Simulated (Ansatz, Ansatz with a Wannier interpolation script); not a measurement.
Rows from a G0W0 calculation on BaTiB2O6 (R-3) (Ansatz 0.2.0; G0W0 on LDA, plane waves, PAW; 4×4×4 mesh, 448 empty bands, screening to 140 eV), in eV. Spin-orbit coupling is left out.

| row | k | band | start | Σx | Σc at the solution | Vxc |
| --- | --- | --- | --- | --- | --- | --- |
| A | Γ | c1 | 9.050 | -12.633 | -7.169 | -21.548 |
| B | (-0.500, -0.500, -0.500) | v1 | 6.588 | -26.741 | 4.617 | -21.485 |
| C | (-0.500, -0.500, -0.500) | c2 | 9.554 | -14.101 | -6.999 | -22.846 |
| D | Γ | v1 | 6.596 | -26.715 | 4.622 | -21.453 |
| E | (-0.500, -0.500, -0.500) | c1 | 9.070 | -12.490 | -6.953 | -21.148 |
| F | Γ | c2 | 9.460 | -13.785 | -7.040 | -22.575 |

Q: Give the quasiparticle energies and the shift of each level.

The quasiparticle equation reads E = start + Σx + Σc(E) − Vxc.

| row | E (eV) | shift (eV) |
| --- | --- | --- |
| A | 10.796 | +1.746 |
| B | 5.949 | −0.639 |
| C | 11.299 | +1.746 |
| D | 5.955 | −0.640 |
| E | 10.775 | +1.705 |
| F | 11.210 | +1.749 |

The gap over the computed points goes from 2.45 eV to 4.82 eV.

Limits: not at the basis limit; no spin-orbit coupling.

[Runs of the session that timed out or met a known fault of the program may be left out.]

[Hosts, paths, dates, database ids (printed as entryN), source tags and the programs' standing remarks are cut or masked in the printed files.]
